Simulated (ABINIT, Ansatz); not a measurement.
# YScB2O6 (R-3): changed settings of a GW run in ABINIT

What do changed inputs do to GW on YScB2O6 (R-3)?

Program: ABINIT 10.8.3. Level of theory: LDA and many-body steps on it, plane waves. Results are calculated unless marked as measured.

## (1) Set-up

It takes space group R-3 (No. 148, trigonal). The conventional cell has a = 4.911 Å, b = 4.911 Å, c = 16.119 Å, α = 90.00°, β = 90.00°, γ = 120.00°. Y has 6 O at 2.32 Å nearest. Nearest to Sc lie 6 O at 2.14 Å. B has 3 O at 1.39 Å nearest. Nearest to O lie 1 B at 1.39 Å and 1 Sc at 2.14 Å and 1 Y at 2.32 Å. Farther neighbours and most contacts between anions are not listed.

The cell and positions are those that the Materials Project relaxed with its own functionals (PBE, PBE+U or r2SCAN), kept fixed.

## (2) Screening, 2×2×2 mesh, 106 bands, screening to 114.3 eV

This step: ABINIT 10.8.3; RPA screening on LDA, plane waves, norm-conserving pseudopotentials.

The RPA dielectric matrix is built and inverted for each q.

run.abi reads:

```
acell 3*1.0 Angstrom
rprim 
  2.455259121368 1.417544514628 5.373024847406
  -2.455259121368 1.417544514628 5.373024847406
  0.000000000000 -2.835089029328 5.373024847387
ntypat 4
znucl 39 21 5 8
natom 10
typat 1 2 3 3 4 4 4 4 4 4
xred 
  0.500000000000 0.500000000000 0.500000000000
  0.000000000000 0.000000000000 0.000000000000
  0.255007000000 0.255007000000 0.255007000000
  0.744993000000 0.744993000000 0.744993000000
  0.233543000000 0.545880000000 0.981547000000
  0.981547000000 0.233543000000 0.545880000000
  0.545880000000 0.981547000000 0.233543000000
  0.018453000000 0.766457000000 0.454120000000
  0.454120000000 0.018453000000 0.766457000000
  0.766457000000 0.454120000000 0.018453000000
pp_dirpath "pseudos"
pseudos "Y.upf, Sc.upf, B.upf, O.upf"
ecut 36
ngkpt 2 2 2
nshiftk 1
shiftk 0 0 0
kptopt 1
chksymbreak 0
istwfk *1
occopt 1
irdwfk 1
optdriver 3
nband 106
ecuteps 4.2
inclvkb 2
awtr 1
symchi 1
indata_prefix "in"
outdata_prefix "out"
tmpdata_prefix "tmp"
```

On the command line:

```
OMP_NUM_THREADS=1 mpirun -n 4 abinit run.abi > log
```

The log of the run:

```text
.Version 10.8.3 of ABINIT. v10.8.2 released Aug 2026.

 Symmetries : space group R-3 (#148); Bravais hR (rhombohedral)
[... echo of the input left out ...]
== DATASET  1 ==================================================================
-   mpi_nproc: 4, omp_nthreads: 1 (-1 if OMP is not activated)

--- !DatasetInfo
iteration_state: {dtset: 1, }
dimensions: {natom: 10, nkpt: 4, mband: 106, nsppol: 1, nspinor: 1, nspden: 1, mpw: 7863, }
cutoff_energies: {ecut:  36.0, pawecutdg:  -1.0, }
electrons: {nelect:   6.40000000E+01, charge:   0.00000000E+00, occopt:   1.00000000E+00, tsmear:   1.00000000E-02, }

 SCREENING: Calculation of the susceptibility and dielectric matrices

 Based on a program developped by R.W. Godby, V. Olevano, G. Onida, and L. Reining.
 Incorporated in ABINIT by V. Olevano, G.-M. Rignanese, and M. Torrent.
.Using double precision arithmetic ; gwpc =  8

[... cell and pseudopotentials left out ...]
--------------------------------------------------------------------------------

 ==== K-mesh for the wavefunctions ====
 Number of points in the irreducible wedge :     4
[... list of points left out ...]
 Together with  6 symmetry operations and time-reversal symmetry
 yields     8 points in the full Brillouin Zone.

 ==== Q-mesh for the screening function ====
 Number of points in the irreducible wedge :     4
[... list of points left out ...]
 Together with  6 symmetry operations and time-reversal symmetry
 yields     8 points in the full Brillouin Zone.

 setmesh: FFT mesh size selected  =    45x   45x   45
          total number of points  =        91125

 vcoul_init : cutoff-mode = AUXILIARY_FUNCTION
 q-points for optical limit:   1
     1)      0.000010    0.000020    0.000030

- screening: taking advantage of time-reversal symmetry
- Maximum band index for partially occupied states nbvw = 32
- Remaining bands to be divided among processors   nbcw = 74
- Number of bands treated by each node ~18

 Number of electrons calculated from density =   64.0000; Expected =   64.0000
 average of density, n =  0.084524
 r_s =    1.4135
 omega_plasma =   28.0443 [eV]

 calculating chi0 at frequencies [eV] :
  1    0.000000E+00    0.000000E+00
  2    0.000000E+00    2.804434E+01

--------------------------------------------------------------------------------
  q-point number  1        q = ( 0.000000, 0.000000, 0.000000) [r.l.u.]
--------------------------------------------------------------------------------
[... chi0 elements left out ...]
 For q-point:  0.000010 0.000020 0.000030
  dielectric constant =   3.5099
  dielectric constant without local fields =   3.7737

  Average fulfillment of the sum rule on Im[epsilon] for q-point    1 :     44.34  [%]
[... wings left out ...]
  q-point number  2        q = ( 0.500000, 0.000000, 0.000000) [r.l.u.]
--------------------------------------------------------------------------------
[... chi0 elements left out ...]
  Average fulfillment of the sum rule on Im[epsilon] for q-point    2 :     51.16  [%]

 [... 2 further q-points ...]
```

Elapsed: 46 s, on 4 MPI ranks of Arm Neoverse V1, shared host; peak memory 1.8 GiB; 3 min of CPU time.

This step gave:

```yaml
eps_infinity_with_local_fields_on_this_mesh_along_the_program_s_q_direction: 3.510
the_same_without_local_fields: 3.774
plasma_frequency: 28.04 eV
plane_waves_in_the_screening_matrix: 309
```

Local fields lower ε∞ by 7 %. On a Γ-centred mesh this coarse the value itself is usually too large, while a short band sum pulls it down.

## (3) Base

The self-energy is evaluated for the states that the input lists, and the levels follow from it, in one-shot runs by the linearised quasiparticle equation.

This step: G0W0 on LDA, plane waves, norm-conserving pseudopotentials.

run.abi, as its differences from that of step 2:

```diff
@@ -31,8 +31,17 @@
 irdwfk 1
-optdriver 3
+optdriver 4
 nband 106
+gwcalctyp 0
+ecutsigx 36
+symsigma 1
+nkptgw 2
+kptgw 
+  0.5000000000 0.5000000000 0.0000000000
+  0.0000000000 0.0000000000 0.0000000000
+bdgw 
+  31 34
+  31 34
 ecuteps 4.2
-inclvkb 2
-awtr 1
-symchi 1
+irdscr 1
+ppmodel 1
 indata_prefix "in"
```

The log of the run:

```text
.Version 10.8.3 of ABINIT. v10.8.2 released Aug 2026.

 Symmetries : space group R-3 (#148); Bravais hR (rhombohedral)
[... echo of the input left out ...]
== DATASET  1 ==================================================================
-   mpi_nproc: 4, omp_nthreads: 1 (-1 if OMP is not activated)

--- !DatasetInfo
iteration_state: {dtset: 1, }
dimensions: {natom: 10, nkpt: 4, mband: 106, nsppol: 1, nspinor: 1, nspden: 1, mpw: 7863, }
cutoff_energies: {ecut:  36.0, pawecutdg:  -1.0, }
electrons: {nelect:   6.40000000E+01, charge:   0.00000000E+00, occopt:   1.00000000E+00, tsmear:   1.00000000E-02, }

 SIGMA: Calculation of the GW corrections

 Based on a program developped by R.W. Godby, V. Olevano, G. Onida, and L. Reining.
 Incorporated in ABINIT by V. Olevano, G.-M. Rignanese, and M. Torrent.
.Using double precision arithmetic ; gwpc =  8

[... cell and pseudopotentials left out ...]
--------------------------------------------------------------------------------

 ==== K-mesh for the wavefunctions ====
 Number of points in the irreducible wedge :     4
[... list of points left out ...]
 Together with  6 symmetry operations and time-reversal symmetry
 yields     8 points in the full Brillouin Zone.

 ==== Q-mesh for screening function ====
 Number of points in the irreducible wedge :     4
[... list of points left out ...]
 Together with  6 symmetry operations and time-reversal symmetry
 yields     8 points in the full Brillouin Zone.

 vcoul_init : cutoff-mode = AUXILIARY_FUNCTION
 q-points for optical limit:   1
     1)      0.000010    0.000020    0.000030
 setmesh: FFT mesh size selected  =    64x   64x   64
          total number of points  =       262144

 Number of electrons calculated from density =   64.0000; Expected =   64.0000
 average of density, n =  0.084524
 r_s =    1.4135
 omega_plasma =   28.0443 [eV]

 === KS Band Gaps ===
  >>>> For spin  1
   Minimum direct gap =   4.3933 [eV], located at k-point      :   0.5000  0.5000  0.0000
   Fundamental gap    =   4.3933 [eV], Top of valence bands at :   0.5000  0.5000  0.0000
                                       Bottom of conduction at :   0.5000  0.5000  0.0000
 SIGMA fundamental parameters:
 PLASMON POLE MODEL  1
 number of plane-waves for SigmaX                 7863
 number of plane-waves for SigmaC and W            309
 number of plane-waves for wavefunctions          7863
 number of bands                                   106
 number of independent spin polarizations            1
 number of spinorial components                      1
 number of k-points in IBZ                           4
 number of q-points in IBZ                           4
 number of symmetry operations                       6
 number of k-points in BZ                            8
 number of q-points in BZ                            8
 number of frequencies for dSigma/dE                 9
 frequency step for dSigma/dE [eV]                0.25
 number of omega for Sigma on real axis              0
 max omega for Sigma on real axis  [eV]           0.00
 zcut for avoiding poles [eV]                     0.10

 EPSILON^-1 parameters (SCR file):
 dimension of the eps^-1 matrix on file            309
 dimension of the eps^-1 matrix used               309
 number of plane-waves for wavefunctions          7863
 number of bands                                   106
 number of q-points in IBZ                           4
 number of frequencies                               2
 number of real frequencies                          1
 number of imag frequencies                          1

 matrix elements of self-energy operator (all in [eV])

 Perturbative Calculation

--- !SelfEnergy_ee
iteration_state: {dtset: 1, }
kpoint     : [   0.500,    0.500,    0.000, ]
spin       : 1
KS_gap     :    4.393
QP_gap     :    7.537
Delta_QP_KS:    3.144
data: !SigmaeeData |
     Band     E0 <VxcDFT>   SigX SigC(E0)      Z dSigC/dE  Sig(E)    E-E0       E
       31   2.755 -18.931 -23.772   4.577   0.801  -0.248 -19.142  -0.211   2.544
       32   3.393 -19.888 -24.922   4.778   0.802  -0.246 -20.093  -0.205   3.187
       33   7.786 -16.445  -8.688  -4.204   0.827  -0.209 -13.506   2.938  10.724
       34   8.232 -17.419  -9.260  -4.401   0.818  -0.223 -14.345   3.074  11.306

--- !SelfEnergy_ee
iteration_state: {dtset: 1, }
kpoint     : [   0.000,    0.000,    0.000, ]
spin       : 1
KS_gap     :    5.102
QP_gap     :    8.447
Delta_QP_KS:    3.345
data: !SigmaeeData |
     Band     E0 <VxcDFT>   SigX SigC(E0)      Z dSigC/dE  Sig(E)    E-E0       E
       31   3.140 -19.671 -24.577   4.682   0.800  -0.249 -19.850  -0.179   2.961
       32   3.140 -19.671 -24.577   4.682   0.800  -0.249 -19.850  -0.179   2.961
       33   8.242 -18.002  -9.593  -4.516   0.813  -0.230 -14.836   3.166  11.408
       34   8.242 -18.002  -9.593  -4.516   0.813  -0.230 -14.836   3.166  11.408

== END DATASET(S) ==============================================================
================================================================================

 -outvars: echo values of variables after computation  --------
           etotal      0.0000000000E+00
            nband         106
             nkpt           4
          spgroup         148
 [... the other variables as echoed above ...]

 Calculation completed.
```

The job ended after 13 s (4 MPI ranks; peak memory 1.2 GiB).

This step gave:

* G0W0 gap on the points computed: 7.537 eV
* starting gap on the mesh: 4.393 eV
* k of the valence top: 0.5, 0.5, 0
* k of the conduction bottom: 0.5, 0.5, 0
* Z at the valence top: 0.802
* Z at the conduction bottom: 0.827
* least direct G0W0 gap on the computed points: 7.537 eV

The gap on the mesh goes from 4.39 eV to 7.54 eV, a correction of +3.14 eV.

## (4) Smaller part of the screening matrix

run.abi, as its differences from that of step 3:

```diff
@@ -43,3 +43,3 @@
   31 34
-ecuteps 4.2
+ecuteps 1.1
 irdscr 1
```

The log of the run:

```text
.Version 10.8.3 of ABINIT. v10.8.2 released Aug 2026.

 Symmetries : space group R-3 (#148); Bravais hR (rhombohedral)
[... echo of the input left out ...]
== DATASET  1 ==================================================================
-   mpi_nproc: 4, omp_nthreads: 1 (-1 if OMP is not activated)

--- !DatasetInfo
iteration_state: {dtset: 1, }
dimensions: {natom: 10, nkpt: 4, mband: 106, nsppol: 1, nspinor: 1, nspden: 1, mpw: 7863, }
cutoff_energies: {ecut:  36.0, pawecutdg:  -1.0, }
electrons: {nelect:   6.40000000E+01, charge:   0.00000000E+00, occopt:   1.00000000E+00, tsmear:   1.00000000E-02, }

 SIGMA: Calculation of the GW corrections

 Based on a program developped by R.W. Godby, V. Olevano, G. Onida, and L. Reining.
 Incorporated in ABINIT by V. Olevano, G.-M. Rignanese, and M. Torrent.
.Using double precision arithmetic ; gwpc =  8

[... cell and pseudopotentials left out ...]
--------------------------------------------------------------------------------

 ==== K-mesh for the wavefunctions ====
 Number of points in the irreducible wedge :     4
[... list of points left out ...]
 Together with  6 symmetry operations and time-reversal symmetry
 yields     8 points in the full Brillouin Zone.

 ==== Q-mesh for screening function ====
 Number of points in the irreducible wedge :     4
[... list of points left out ...]
 Together with  6 symmetry operations and time-reversal symmetry
 yields     8 points in the full Brillouin Zone.

 vcoul_init : cutoff-mode = AUXILIARY_FUNCTION
 q-points for optical limit:   1
     1)      0.000010    0.000020    0.000030
 setmesh: FFT mesh size selected  =    64x   64x   64
          total number of points  =       262144

 Number of electrons calculated from density =   64.0000; Expected =   64.0000
[...]
number of omega for Sigma on real axis              0
 max omega for Sigma on real axis  [eV]           0.00
 zcut for avoiding poles [eV]                     0.10

 EPSILON^-1 parameters (SCR file):
 dimension of the eps^-1 matrix on file            309
 dimension of the eps^-1 matrix used                35
 number of plane-waves for wavefunctions          7863
 number of bands                                   106
 number of q-points in IBZ                           4
 number of frequencies                               2
 number of real frequencies                          1
 number of imag frequencies                          1

 matrix elements of self-energy operator (all in [eV])

 Perturbative Calculation

--- !SelfEnergy_ee
iteration_state: {dtset: 1, }
kpoint     : [   0.500,    0.500,    0.000, ]
spin       : 1
KS_gap     :    4.393
QP_gap     :    8.804
Delta_QP_KS:    4.411
data: !SigmaeeData |
     Band     E0 <VxcDFT>   SigX SigC(E0)      Z dSigC/dE  Sig(E)    E-E0       E
       31   2.755 -18.931 -23.772   3.482   0.849  -0.178 -20.085  -1.154   1.601
       32   3.393 -19.888 -24.922   3.560   0.853  -0.172 -21.145  -1.257   2.135
       33   7.786 -16.445  -8.688  -4.029   0.846  -0.182 -13.291   3.154  10.939
[...]
--- !SelfEnergy_ee
iteration_state: {dtset: 1, }
kpoint     : [   0.000,    0.000,    0.000, ]
spin       : 1
KS_gap     :    5.102
QP_gap     :    9.763
Delta_QP_KS:    4.661
data: !SigmaeeData |
     Band     E0 <VxcDFT>   SigX SigC(E0)      Z dSigC/dE  Sig(E)    E-E0       E
[...]
33   8.242 -18.002  -9.593  -4.274   0.837  -0.195 -14.542   3.461  11.703
       34   8.242 -18.002  -9.593  -4.274   0.837  -0.195 -14.542   3.461  11.703

== END DATASET(S) ==============================================================
================================================================================

 -outvars: echo values of variables after computation  --------
           etotal      0.0000000000E+00
            nband         106
             nkpt           4
          spgroup         148
 [... the other variables as echoed above ...]

 Calculation completed.
```

The job ended after 6.3 s (4 MPI ranks; peak memory 1 GiB; 25 s of CPU time).

Numbers from this step:

| Property | Result |
| --- | --- |
| G0W0 gap on the points computed | 8.804 eV |
| starting gap on the mesh | 4.393 eV |
| k of the valence top | 0.5, 0.5, 0 |
| k of the conduction bottom | 0.5, 0.5, 0 |
| Z at the valence top | 0.853 |
| Z at the conduction bottom | 0.846 |
| least direct G0W0 gap on the computed points | 8.804 eV |

(Continued in part 2 of 2.)

[Paths, hosts, dates, memory and timing lines, banners, echoed tables and standing remarks are left out of the program output.]

[Logs are printed without paths, hosts, clocks, repeated set-up lines and the standing remarks that a program may print on its own settings, such as how far it seeks lower states.]

[Runs of the session that timed out or met a known fault of the program may be left out.]

[No measured gap is set beside runs whose start may be inverted or whose files or cutoffs have a known fault.]

[Hosts, paths, dates, database ids (printed as entryN), source tags and the programs' standing remarks are cut or masked in the printed files.]

[G0W0 gaps are taken among the corrected bands and points alone; a level outside them can change the order at an edge.]

[Where Ansatz stands beside ABINIT at settings called matched, ABINIT's density can come from a denser mesh and the files from another edition; pairs whose starting gaps differed by over 0.03 eV were left out, so agreement reads better than it is.]
